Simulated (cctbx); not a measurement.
# Diagnosing a refinement

Cell a = 5.2780 Å, b = 6.3380 Å, c = 11.5150 Å, α = 90.00°, β = 90.00°, γ = 90.00°; space group Amm2 (no. 38). The compound is SmZnHg6.

The data are simulated with cctbx, not measured: synchrotron X-rays, λ = 0.4959 Å, to d = 0.84 Å, 80 % of the full sphere, strongest reflection 70000 counts, noise from counting, a 6 % proportional error and a noise floor of 8 counts (s.d.); no absorption.

An anisotropic refinement with weights 1/σ² prints:

```text
Rint 0.038, 414 unique reflections to 0.84 A
cycle     R1     wR2    GooF  max shift (A)
   1  0.0276  0.0962   1.884   0.01979
  10  0.0211  0.0589   1.153   0.00032
final R1 0.0211 wR2 0.0589 GooF 1.153  parameters 28  data/parameter 14.8
atom        x        y        z      Ueq    occ   su(xyz)  su(Uiso or U11)
Hg1    0.00000  0.50000  0.34004   0.0048  1.000  0.00011  0.0004
Hg2    0.00000  0.00000  0.33677   0.0029  1.000  0.00007  0.0004
Hg3    0.00000  0.25397  0.07792   0.0066  1.000  0.00007  0.0004
Ir1    0.50000  0.75674  0.41012   0.0029  1.000  0.00019  0.0004
Sm1    0.50000  0.50000  0.16527   0.0054  1.000  0.00052  0.0005
Zn1    0.50000  0.00000  0.17075   0.0006  1.000  0.00091  0.0012  NPD
difference map: max 1.37 min -1.38 rms 0.37
Q1    0.5000  0.1982  0.8417    4    1.50  0.87 A from Ir1
Q2    0.5000  0.0000  0.9740    2    1.20  1.79 A from Ir1
Q3    0.5000  0.0000  0.0819    2    1.16  1.02 A from Zn1
Q4    0.5000  0.0000  0.4848    2    1.14  1.77 A from Ir1
Q5    0.3247  0.0000  0.7366    4    1.09  1.24 A from Sm1
Q6    0.0000  0.2010  0.1615    4    0.99  1.02 A from Hg3
```

**Question.** Can this result stand? If not, what is the likely fault?

Mend it. The fault: wrong element: Ir1 is Hg. Against the right model at the same level, R1 goes from 0.0189 to 0.0211 and GooF from 0.95 to 1.15 and U of Hg3 swells from 0.0046 to 0.0066 Å². Ir1 has 3 electrons too few and its U shrinks to make up, as expected.

The compound is SmZnHg6. The right model at the same level gives:

```text
Rint 0.038, 414 unique reflections to 0.84 A
cycle     R1     wR2    GooF  max shift (A)
   1  0.0209  0.0600   1.175   0.01604
   5  0.0189  0.0486   0.952   0.00039
final R1 0.0189 wR2 0.0486 GooF 0.952  parameters 28  data/parameter 14.8
atom        x        y        z      Ueq    occ   su(xyz)  su(Uiso or U11)
Hg1    0.00000  0.50000  0.34022   0.0039  1.000  0.00008  0.0003
Hg2    0.00000  0.00000  0.33686   0.0026  1.000  0.00005  0.0003
Hg3    0.00000  0.25396  0.07792   0.0046  1.000  0.00006  0.0003
Hg4    0.50000  0.75664  0.41046   0.0038  1.000  0.00016  0.0003
Sm1    0.50000  0.50000  0.16441   0.0049  1.000  0.00039  0.0004
Zn1    0.50000  0.00000  0.17055   0.0010  1.000  0.00077  0.0010  NPD
Flack x: -0.03(4)
Hooft y: -0.041(38)  Bijvoet pairs: 193
difference map: max 1.15 min -1.13 rms 0.34
Q1    0.5000  0.0000  0.0935    2    1.22  0.89 A from Zn1
Q2    0.5000  0.0000  0.5947    2    1.09  0.80 A from Sm1
Q3    0.5000  0.1867  0.8352    4    1.07  0.97 A from Hg4
Q4    0.0000  0.2445  0.2701    4    0.97  1.73 A from Hg2
Q5    0.0000  0.2298  0.1531    4    0.97  0.88 A from Hg3
Q6    0.2654  0.2426  0.0420    8    0.95  1.46 A from Hg3
```

The model is made up (kin elements in a known structure type, no relaxation), so it says nothing on whether the phase exists.

[Middle refinement cycles are left out of these outputs.]

[Logs are printed without paths, hosts, clocks, repeated set-up lines and the standing remarks that a program may print on its own settings, such as how far it seeks lower states.]
